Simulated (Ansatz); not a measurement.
# What LiSc3 (built on the sites of a database entry of LiAl3) distorts into

Which phase does LiSc3 (built on the sites of a database entry of LiAl3) fall into along its unstable mode, and how much energy does it gain?

Program: Ansatz 0.2.0. Level of theory: DFT PBEsol, scalar-relativistic, plane waves, PAW. Results are calculated unless marked as measured.

The structure was built from a prototype and need not be the compound's stable phase.

### 1. Set-up

Symmetry: Pm-3m, No. 221, cubic system. Conventional cell: a = 4.476 Å, b = 4.476 Å, c = 4.476 Å, α = 90.00°, β = 90.00°, γ = 90.00°. Nearest to Li lie 12 Sc at 3.16 Å. Nearest to Sc lie 4 Li at 3.16 Å and 8 Sc at 3.16 Å. Farther neighbours are not listed.

### 2. Phonons on a q mesh

The cell comes from relaxations at this level that are not shown. Stability and thermal properties need the whole zone. Linear response on a 4×4×4 q mesh gives force constants as far as a supercell of that size would.

Input file input.yaml:

```yaml
crystal:
  lattice:
    - [4.4755295906, 0.0, 0.0]
    - [0.0, 4.4755295906, 0.0]
    - [0.0, 0.0, 4.4755295906]
  atoms:
    - { symbol: Li, position: [0.0, 0.0, 0.0] }
    - { symbol: Sc, position: [0.5, 0.5, 0.0] }
    - { symbol: Sc, position: [0.5, 0.0, 0.5] }
    - { symbol: Sc, position: [0.0, 0.5, 0.5] }
kpoints:
  mp_grid: { grid: [12, 12, 12] }
hamiltonian:
  xc: pbesol
scf:
  occupations: { method: methfessel_paxton, width: 0.2 }
output:
  eigenvalues: true
phonons:
  method: dfpt
  qmesh: [4, 4, 4]
  temperatures: { t_max: 1000, t_step: 50 }
  qpath:
    path:
      - [[0.0, 0.0, 0.0], [0.0, 0.5, 0.0], [0.5, 0.5, 0.0], [0.0, 0.0, 0.0], [0.5, 0.5, 0.5], [0.0, 0.5, 0.0]]
      - [[0.5, 0.5, 0.5], [0.5, 0.5, 0.0]]
    npoints: 10
```

Launch:

```bash
$ ansatz run input.yaml --threads 4 --pin off --max-ram 14336MiB --backend cpu --events-out ev --progress --plain --runs-dir out
```

Numbers of over 12 decimals in the logs are rounded to 6 here.

Output:

```text
Engine: ansatz 0.2.0, aarch64-unknown-linux-gnu
Pseudopotentials: kind: paw
Pseudopotential: Li, paw, valence charge 3, recommended cutoff 420 eV (normal), Li.paw.azcp
Pseudopotential: Sc, paw, valence charge 11, recommended cutoff 420 eV (normal), Sc.paw.azcp
Functional definition: PBEsol
  exchange = pbesol_x
  correlation = pbesol_c
Crystal: 4 atoms, lattice volume = 89.646 Å³
Basis set: ecut = 420 eV, 1743 PW (Γ), exchange–correlation on 60×60×60 points (8 copies of the dense FFT grid, shifted against one another)
Bands: 22, of which v1, the nominal top of the filled ones, is band 18 counted from 1 (17 counted from 0)
Symmetry: 48 space group operations
k-points: 84 of 1728
Non-local potential: Li, projectors of the file, l = 0: 3, l = 1: 2, l = 2: 1
Non-local potential: Sc, projectors of the file, l = 0: 3, l = 1: 2, l = 2: 3, l = 3: 1
PAW form: soft (Blöchl's): semilocal exchange-correlation on the pseudo side does not see the compensation charge
PAW frozen core: Sc, regenerated for the run's functional, and the local potential with it (the file was generated under x = pbe(κ = 0.804, μ = 0.219515), c = pbe(β = 0.066725))
PAW one-centre angular grid: Li, 110 points (default); XC on 64 Gauss nodes
PAW one-centre angular grid: Sc, 590 points (default); XC on 64 Gauss nodes
Initial density: superposition of atomic densities (neutral atoms: chi_scale 0, normalization atom), corrected by the library's trained network
Initial wavefunctions: pseudopotential atomic-orbital guess
Functional: x = pbesol(κ = 0.804, μ = 0.123457), c = pbesol(β = 0.046)
SCF iter   1: F=—  HF=-6536.180666 eV  |F-HF|=—  |Δ(HF+E_count)|=         —  Δρ=4.67e-3  dr2=2.69e-2  ethr=1.77e-3  ⟨swp⟩=3.6  Hψ=15319  notcnv=0
automatic band count: the SCF goes on with 26 bands, as 22 were too few: they end inside the smearing window of the response
preconditioner: auto → Kerker (q_TF=auto, 2.343 Å⁻¹)  [metal: Δε(μ)=0.007 eV  Ē_g=2.683 eV  σ=0.200 eV  W_gap=0.03  n_scr=18 (ndim 8)  ℏωp=12.4 eV  f_vac=0.000  D(μ)=9.57/eV (n_scr^D=122)]
SCF iter   2: F=—  HF=-6536.174065 eV  |F-HF|=—  |Δ(HF+E_count)|=   6.60e-3  S|Δr|=    0.00e0  Δρ=2.13e-3  dr2=5.68e-3  ethr=7.48e-5  ⟨swp⟩=1.0  Hψ=2856  notcnv=0  defer=1
SCF iter   3: F=—  HF=-6536.172713 eV  |F-HF|=—  |Δ(HF+E_count)|=   1.35e-3  S|Δr|=    0.00e0  Δρ=6.11e-4  dr2=4.24e-4  ethr=1.58e-5  ⟨swp⟩=2.2  Hψ=2724  notcnv=0  defer=1
SCF iter   4: F=—  HF=-6536.172613 eV  |F-HF|=—  |Δ(HF+E_count)|=   1.00e-4  S|Δr|=    0.00e0  Δρ=1.03e-4  dr2=1.76e-5  ethr=1.18e-6  ⟨swp⟩=1.9  Hψ=2323  notcnv=0  defer=1
SCF iter   5: F=—  HF=-6536.172610 eV  |F-HF|=—  |Δ(HF+E_count)|=   3.43e-6  S|Δr|=    0.00e0  Δρ=2.75e-5  dr2=7.20e-7  ethr=4.90e-8  ⟨swp⟩=2.0  Hψ=2526  notcnv=0  defer=1
SCF iter   6: F=—  HF=-6536.172610 eV  |F-HF|=—  |Δ(HF+E_count)|=   1.59e-7  S|Δr|=    0.00e0  Δρ=8.25e-6  dr2=8.33e-8  ethr=2.00e-9  ⟨swp⟩=2.8  Hψ=3742  notcnv=0  defer=1
SCF iter   7: F=—  HF=-6536.172610 eV  |F-HF|=—  |Δ(HF+E_count)|=   1.63e-8  S|Δr|=    0.00e0  Δρ=1.61e-6  dr2=2.44e-9  ethr=2.32e-10  ⟨swp⟩=2.0  Hψ=3311  notcnv=0  defer=1
SCF iter   8: F=—  HF=-6536.172610 eV  |F-HF|=—  |Δ(HF+E_count)|=  4.49e-10  S|Δr|=    0.00e0  Δρ=2.74e-7  dr2=8.36e-11  ethr=6.78e-12  ⟨swp⟩=2.0  Hψ=3351  notcnv=0  defer=1
SCF iter   9: F=-6536.172610 eV  HF=-6536.172610 eV  |F-HF|=0.00e0  |Δ(HF+E_count)|=  1.82e-12  S|Δr|=    0.00e0  Δρ=3.14e-8  dr2=7.68e-13  ethr=1.00e-12  ⟨swp⟩=6.2  Hψ=8240  notcnv=0
SCF 1 converged in 9 iterations: F = -6536.172610 eV  dr2 = 7.68e-13
  greatest PAW one-centre occupation: 1.000 electrons in one spin orbital (limit 2), on the Li atom at site 0 (counted from 0), in its partial waves of l = 0
Initial density: read from a saved state, or passed on in memory by an earlier SCF of this step, an earlier step, the calling program or the single point that the run made first
iter 1 solved again at ethr=8.85e-8 eV; its pass at ethr=3.10e-3 eV (dr2=3.19e-5 eV) is discarded
SCF iter   1: F=—  HF=-6536.172609 eV  |F-HF|=—  |Δ(HF+E_count)|=         —  Δρ=8.24e-7  dr2=7.48e-10  ethr=8.85e-8  ⟨swp⟩=3.2  Hψ=11650  notcnv=0
eigensolver tolerance schedule: the retry pair's looser diagonalisation over-reported the residual by 42596.49 of it (diagonalisation noise at an unbounded share of the residual, at the tolerance the schedule requests for it); recorded, not acted on — ethr = c·dr2/N_el stays at c = 1.0e-1
preconditioner: auto → Kerker (q_TF=auto, 2.343 Å⁻¹)  [metal: Δε(μ)=0.003 eV  Ē_g=1.908 eV  σ=0.200 eV  W_gap=0.01  n_scr=18 (ndim 8)  ℏωp=12.4 eV  f_vac=0.000  D(μ)=9.75/eV (n_scr^D=122)]
SCF iter   2: F=—  HF=-6536.172610 eV  |F-HF|=—  |Δ(HF+E_count)|=   1.01e-6  S|Δr|=    0.00e0  Δρ=4.45e-7  dr2=2.19e-10  ethr=2.08e-12  ⟨swp⟩=2.7  Hψ=3688  notcnv=0
SCF iter   3: F=—  HF=-6536.172610 eV  |F-HF|=—  |Δ(HF+E_count)|=  2.91e-11  S|Δr|=    0.00e0  Δρ=2.60e-7  dr2=7.36e-11  ethr=1.00e-12  ⟨swp⟩=1.0  Hψ=1848  notcnv=0
SCF iter   4: F=—  HF=-6536.172610 eV  |F-HF|=—  |Δ(HF+E_count)|=  1.09e-11  S|Δr|=    0.00e0  Δρ=1.28e-7  dr2=1.70e-11  ethr=1.00e-12  ⟨swp⟩=1.0  Hψ=1848  notcnv=0
SCF iter   5: F=-6536.172610 eV  HF=-6536.172610 eV  |F-HF|=6.37e-12  |Δ(HF+E_count)|=  9.09e-13  S|Δr|=    0.00e0  Δρ=8.12e-8  dr2=7.62e-12  ethr=1.00e-12  ⟨swp⟩=1.9  Hψ=2397  notcnv=0
SCF 2 converged in 5 iterations: F = -6536.172610 eV  dr2 = 7.62e-12
phonons: the bands overlap, so this run is a metal and interpolates without the dipole-dipole term. If the crystal is really an insulator or semiconductor, its LO-TO splitting is missing
NSCF: frozen V_eff on 84 k-points
NSCF: frozen V_eff on 343 k-points
DFPT response loops at q = (0, 0, 0) (fractional): preconditioner auto → Kerker (q_TF=auto, 2.343 Å⁻¹) (partly filled bands, converged f_vac=0.000); β = 1.00, the filter's whole step (`scf.mixing.beta` (0.50) is not read by the response loops under this deck's `scf.mixing.preconditioner`; to damp them name `kerker` or `kerker_dos`, under which they read `scf.mixing.beta`, and type it under 1.00, their step now; both keys bind the ground state too); Broyden in place of MSR1
NSCF: frozen V_eff on 1176 k-points
DFPT response loops at q = (0, 0, 0.25) (fractional): mixed as the last ones told, above
NSCF: frozen V_eff on 686 k-points
DFPT response loops at q = (0, 0, -0.5) (fractional): mixed as the last ones told, above
NSCF: frozen V_eff on 2016 k-points
DFPT response loops at q = (0, 0.25, 0.25) (fractional): mixed as the last ones told, above
NSCF: frozen V_eff on 1176 k-points
DFPT response loops at q = (0, 0.25, -0.5) (fractional): mixed as the last ones told, above
NSCF: frozen V_eff on 686 k-points
DFPT response loops at q = (0, -0.5, -0.5) (fractional): mixed as the last ones told, above
NSCF: frozen V_eff on 3456 k-points
DFPT response loops at q = (0.25, 0.25, 0.25) (fractional): mixed as the last ones told, above
NSCF: frozen V_eff on 2016 k-points
DFPT response loops at q = (0.25, 0.25, -0.5) (fractional): mixed as the last ones told, above
NSCF: frozen V_eff on 1176 k-points
DFPT response loops at q = (0.25, -0.5, -0.5) (fractional): mixed as the last ones told, above
NSCF: frozen V_eff on 686 k-points
DFPT response loops at q = (-0.5, -0.5, -0.5) (fractional): mixed as the last ones told, above
SCF converged after 9 iterations
Stability not checked: this state was not tested for a lower state beside it, because cold or Methfessel-Paxton smearing, or corrected tetrahedra, fill the levels in a way that the test cannot read (fill_not_monotonic; see scf.lower_state_search)
Free energy (F): -6536.172610 eV
Harris-Foulkes:  -6536.172610 eV  (|F-HF|=0.00e0)
Internal energy: -6536.157870 eV  (E = F + TS)
E sigma→0 (E₀):  -6536.168925 eV
Entropy (-TS):   -0.014740 eV (-3.685 meV/atom)
Fermi energy:    7.904955 eV
--- Per-component energies (eV) ---
  E_band       = -617.704524
  E_kinetic    = 802.900286
  E_local      = -2839.780432  (includes V_loc(G=0)·N_el)
  E_nonlocal   = 222.087283
  E_hartree    = 977.234758
  E_xc         = -318.762758
  E_vxc        = -396.937051  (∫ρ·V_xc dr)
  E_paw        = -2816.385792  (= ΣΔE_a)
  E_vpaw       = -360.444169  (= ΣTr[D̂ρ^β])
  E_aug_tail   = 0.000041  (compensation charges beyond the density's cutoff)
  E_ewald      = -2563.838330
  E_core_change = 0.387075  (= ΣΔE_core)
  E_smearing   = -0.014740  (= −TS)
  E_closure    = -0.000000  (closes the sum)
  Σ components = -6536.172610   (vs F -6536.172610, Δ=0.00e0)
--- Band table (eV; the first three rows and the last of 84) ---
  k-point 0: bands = [... 14 lower, 6.1391, 7.3009, 7.3009, 7.6661, 7.6661, 7.6661, 9.8382, 9.8382, ... 4 higher]
  k-point 1: bands = [... 14 lower, 6.1680, 7.2325, 7.3548, 7.6804, 7.6804, 7.6859, 9.6773, 9.6773, ... 4 higher]
  k-point 2: bands = [... 14 lower, 6.2365, 7.0406, 7.5120, 7.7209, 7.7209, 7.7424, 9.4130, 9.4130, ... 4 higher]
  k-point 83: bands = [... 14 lower, 6.6218, 6.6218, 6.6218, 8.1147, 8.1147, 8.1147, 8.2540, 9.2752, ... 4 higher]
--- Phonons (Γ-DFPT): 3 representative perturbations + reference (Σ response iterations 9) ---
  ASR residual: 2.145e-5 → 0.000e0 eV/Å²; symmetrization residual: 1.750e-6 eV/Å²
  ASR residual per site (eV/Å²): 3.98e-6 2.15e-5 2.15e-5 2.15e-5
  Γ frequencies (cm⁻¹): 0.00 0.00 0.00 133.40 133.40 133.40 236.50 236.50 236.50 320.18 320.18 320.18
--- Phonons (arbitrary-q DFPT): 10 irreducible q on the 4×4×4 mesh ---
  q = [0.0000, 0.0000, 0.0000] (star 1, of the zone-centre solve; hermiticity 5.49e-7, symmetrization 1.59e-12): -0.00 -0.00 0.00 133.40 133.40 133.40 236.50 236.50 236.50 320.18 320.18 320.18
  q = [0.0000, 0.0000, 0.2500] (star 6, 7 solved perturbations in 3612 linear systems a pass and spin channel, the states on 588 of 1728 k-point pairs; hermiticity 4.36e-7, symmetrization 1.71e-12): 49.65 49.65 64.87 114.20 126.48 126.48 207.74 215.18 215.18 318.27 318.27 319.48
  q = [0.0000, 0.0000, -0.5000] (star 3, 7 solved perturbations in 2107 linear systems a pass and spin channel, the states on 343 of 1728 k-point pairs; hermiticity 1.19e-7, symmetrization 2.25e-12): 87.79 87.79 102.81 106.03 106.03 111.85 165.51 192.13 192.13 317.68 317.68 317.91
  q = [0.0000, 0.2500, 0.2500] (star 12, 7 solved perturbations in 6132 linear systems a pass and spin channel, the states on 1008 of 1728 k-point pairs; hermiticity 3.84e-7, symmetrization 1.42e-13): -29.52 67.01 80.33 104.14 121.51 136.11 174.96 196.22 214.20 314.52 316.41 317.29
  q = [0.0000, 0.2500, -0.5000] (star 12, 12 solved perturbations on 588 of 1728 k-point pairs; hermiticity 4.91e-7, symmetrization 1.81e-13): -36.86 71.28 90.74 100.71 107.89 146.14 156.31 172.17 197.75 312.45 313.69 314.61
  q = [0.0000, -0.5000, -0.5000] (star 3, 7 solved perturbations in 2107 linear systems a pass and spin channel, the states on 343 of 1728 k-point pairs; hermiticity 1.00e-7, symmetrization 2.98e-13): -61.07 93.43 93.43 101.18 111.63 111.63 134.69 173.18 206.96 309.82 310.83 310.83
  q = [0.2500, 0.2500, 0.2500] (star 8, 3 solved perturbations in 3600 linear systems a pass and spin channel, the states on 1728 of 1728 k-point pairs; hermiticity 2.92e-7, symmetrization 9.95e-13): -35.55 -35.55 -19.50 122.29 122.29 136.37 169.34 169.34 224.08 309.90 309.90 312.46
  q = [0.2500, 0.2500, -0.5000] (star 12, 7 solved perturbations in 6132 linear systems a pass and spin channel, the states on 1008 of 1728 k-point pairs; hermiticity 2.06e-7, symmetrization 6.85e-13): -75.39 -48.20 -41.56 101.70 136.02 150.51 155.26 162.08 219.22 305.45 307.74 308.76
  q = [0.2500, -0.5000, -0.5000] (star 6, 7 solved perturbations in 3612 linear systems a pass and spin channel, the states on 588 of 1728 k-point pairs; hermiticity 5.14e-7, symmetrization 2.22e-13): -99.14 -85.50 -85.50 101.03 118.40 157.33 157.33 172.53 230.94 301.86 302.03 302.03
  q = [-0.5000, -0.5000, -0.5000] (star 1, 3 solved perturbations in 735 linear systems a pass and spin channel, the states on 343 of 1728 k-point pairs; hermiticity 5.10e-7, symmetrization 3.33e-12): -127.30 -127.30 -127.30 100.15 100.15 172.80 172.80 172.80 250.22 294.12 294.12 294.12
  sum rule: each row above includes the acoustic sum rule's correction from the zone centre's row sums; it moved no ω² by more than (0.39 cm⁻¹)²
  mesh force constants: q→R imaginary residual 7.00e-19; ASR residual 2.145e-5 → 0.000e0 eV/Å²; symmetrization residual 4.441e-15 eV/Å²
  interpolated dispersion: 62 rows × 12 modes
  density of states and harmonic sums: on the 16×16×16 q-mesh, interpolated from the force constants of a 4×4×4 supercell (no non-analytic term)
  largest difference from the sums on the solved wave vectors: F 1.38e-1 eV, S 1.79e-4 and C_V 4.09e-5 eV/K
  zero-point energy: 0.122017 eV/cell   skipped modes (ω ≤ 0): 211, of them read as no rigid motion or as one in doubt: 208 (1.263e0 modes/cell left out, lowest -127.30 cm⁻¹)   left out of the sums: 1.05e-1 of the cell's modes: C_V's classical limit lies that fraction below 3 k_B per atom; for a crystal, a wire or a layer, F and S can be off by more, and a phonons.interpolated_qmesh denser along its periods is the remedy for the sampling
```

It took 28 min on 4 threads of Arm Neoverse V2, shared host; peak memory 8.5 GiB.

Numbers from this step:

| Item | Value |
| --- | --- |
| volume per atom | 22.41 Å³ |
| gap on the k-mesh | 0 eV |
| sum-rule residual before enforcement | 2.15e-5 eV/Å² |
| lowest frequency on the path | -127.3 cm⁻¹ |
| point group | m-3m |
| highest frequency on the path or at a solved wavevector | 320.2 cm⁻¹ |
| highest optical mode at the zone centre (no LO-TO term) | 320.2 cm⁻¹ |
| lowest optical zone-centre mode | 133.4 cm⁻¹ |
| lowest mode on the q mesh (acoustic modes at Γ apart) | -127.3 cm⁻¹ |

Frequencies (cm⁻¹) solved at each irreducible wavevector; negative means imaginary. Frequencies by wavevector, by row:

```csv
q in reciprocal lattice units,star,mode 1,mode 2,mode 3,mode 4,mode 10,mode 11,mode 12
0 0 0,1,0,0,0,133.4,320.2,320.2,320.2
0 0 0.25,6,49.6,49.6,64.9,114.2,318.3,318.3,319.5
0 0 -0.5,3,87.8,87.8,102.8,106,317.7,317.7,317.9
0 0.25 0.25,12,-29.5,67,80.3,104.1,314.5,316.4,317.3
0 0.25 -0.5,12,-36.9,71.3,90.7,100.7,312.4,313.7,314.6
0 -0.5 -0.5,3,-61.1,93.4,93.4,101.2,309.8,310.8,310.8
0.25 0.25 0.25,8,-35.5,-35.5,-19.5,122.3,309.9,309.9,312.5
0.25 0.25 -0.5,12,-75.4,-48.2,-41.6,101.7,305.4,307.7,308.8
0.25 -0.5 -0.5,6,-99.1,-85.5,-85.5,101,301.9,302,302
-0.5 -0.5 -0.5,1,-127.3,-127.3,-127.3,100.2,294.1,294.1,294.1
```

Interpolated from a 4×4×4 q mesh. Phonon branches along the path, in cm⁻¹:

```csv
point,branch 1,branch 2,branch 3,branch 4,branch 9,branch 10,branch 11,branch 12
Γ,0,0,0,133,236,320,320,320
halfway,50,50,65,114,215,318,318,320
X,88,88,103,106,192,318,318,318
halfway,-37,71,91,101,198,312,314,315
M,-61,93,93,101,207,310,311,311
halfway,-30,67,80,104,214,314,316,317
Γ,0,0,0,133,236,320,320,320
halfway,-36,-36,-20,122,224,310,310,312
R,-127,-127,-127,100,250,294,294,294
halfway,-75,-48,-42,102,219,305,308,309
X,88,88,103,106,192,318,318,318
jump to R,-127,-127,-127,100,250,294,294,294
halfway,-99,-86,-86,101,231,302,302,302
M,-61,93,93,101,207,310,311,311
```

Symmetry leaves 10 wavevectors to solve. The lowest mode among them, the acoustic zeros apart, lies at q = (-0.5, -0.5, -0.5) and is imaginary, 127.3i cm⁻¹, so the energy falls along it.

### 3. The mode frozen in, largest atomic shift 0 Å

The mode followed lies at q = (0.25, -0.5, -0.5) with frequency 99.1i cm⁻¹, one of the unstable modes though not the softest. At small amplitude the distorted cell has space group no. 140 by a symmetry search on the positions. The undistorted cell that holds it gives the zero of energy on the same k mesh.

System of this step: LiSc3 (built on the sites of a database entry of LiAl3). The structure is cubic, space group Pm-3m (No. 221). The conventional cell has a = 4.476 Å, b = 4.476 Å, c = 4.476 Å, α = 90.00°, β = 90.00°, γ = 90.00°. Nearest to Li lie 12 Sc at 3.16 Å. Nearest to Sc lie 4 Li at 3.16 Å and 8 Sc at 3.16 Å. Nearest to Sc lie 8 Sc at 3.16 Å and 4 Li at 3.16 Å. Farther neighbours are not listed.

Input file input.yaml:

```yaml
crystal:
  lattice:
    - [0.0, -4.4755295906, -4.4755295906]
    - [0.0, -4.4755295906, 4.4755295906]
    - [-8.9510591812, -4.4755295906, 0.0]
  atoms:
    - { symbol: Li, position: [0.0, 0.0, 0.0] }
    - { symbol: Li, position: [0.5, 0.5, 0.0] }
    - { symbol: Li, position: [0.75, 0.75, 0.5] }
    - { symbol: Li, position: [0.25, 0.25, 0.5] }
    - { symbol: Sc, position: [0.125, 0.125, 0.25] }
    - { symbol: Sc, position: [0.625, 0.625, 0.25] }
    - { symbol: Sc, position: [0.875, 0.875, 0.75] }
    - { symbol: Sc, position: [0.375, 0.375, 0.75] }
    - { symbol: Sc, position: [0.625, 0.125, 0.25] }
    - { symbol: Sc, position: [0.125, 0.625, 0.25] }
    - { symbol: Sc, position: [0.375, 0.875, 0.75] }
    - { symbol: Sc, position: [0.875, 0.375, 0.75] }
    - { symbol: Sc, position: [0.5, 0.0, 0.0] }
    - { symbol: Sc, position: [0.0, 0.5, 0.0] }
    - { symbol: Sc, position: [0.25, 0.75, 0.5] }
    - { symbol: Sc, position: [0.75, 0.25, 0.5] }
kpoints:
  mp_grid: { grid: [6, 6, 6] }
hamiltonian:
  xc: pbesol
scf:
  occupations: { method: methfessel_paxton, width: 0.2 }
output:
  forces: true
  stress: true
  eigenvalues: true
```

Output:

```text
[...]
Crystal: 16 atoms, lattice volume = 358.586 Å³
Basis set: ecut = 420 eV, 6989 PW (Γ), exchange–correlation on 90×90×144 points (8 copies of the dense FFT grid, shifted against one another)
Bands: 88, of which v1, the nominal top of the filled ones, is band 72 counted from 1 (71 counted from 0)
Symmetry: 64 space group operations
[...]
k-points: 30 of 216
[...]
k-point 0: bands = [... 68 lower, 7.6663, 7.6663, 7.9176, 7.9176, 8.0295, 8.0610, 8.0610, 8.0773, ... 12 higher]
  k-point 1: bands = [... 68 lower, 7.6805, 7.6860, 7.8974, 7.8974, 7.9986, 8.0244, 8.0787, 8.0906, ... 12 higher]
  k-point 2: bands = [... 68 lower, 7.7210, 7.7425, 7.8454, 7.8454, 7.9208, 7.9921, 8.0525, 8.1085, ... 12 higher]
  k-point 29: bands = [... 68 lower, 7.9216, 7.9326, 7.9633, 7.9748, 8.0363, 8.0545, 8.1053, 8.1241, ... 12 higher]
[key lines of the parts left out:]
SCF converged after 7 iterations
Free energy (F): -26144.693277 eV
Fermi energy:    7.905385 eV
P = ⅓ Tr σ = -0.0016 GPa (-0.016 kbar)
```

It took 9.5 s on 4 threads; peak memory 1.5 GiB; 37 s of CPU time.

This step gave:

```yaml
pressure: -0.001622 GPa
energy_from_the_undistorted_cell: 0 meV/atom
```

The run ends at a pressure of 0.00 GPa.

[end of part 1 of 2]

[Logs are printed without paths, hosts, clocks, repeated set-up lines and the standing remarks that a program may print on its own settings, such as how far it seeks lower states.]

[Hosts, paths, dates, database ids (printed as entryN), source tags and the programs' standing remarks are cut or masked in the printed files.]
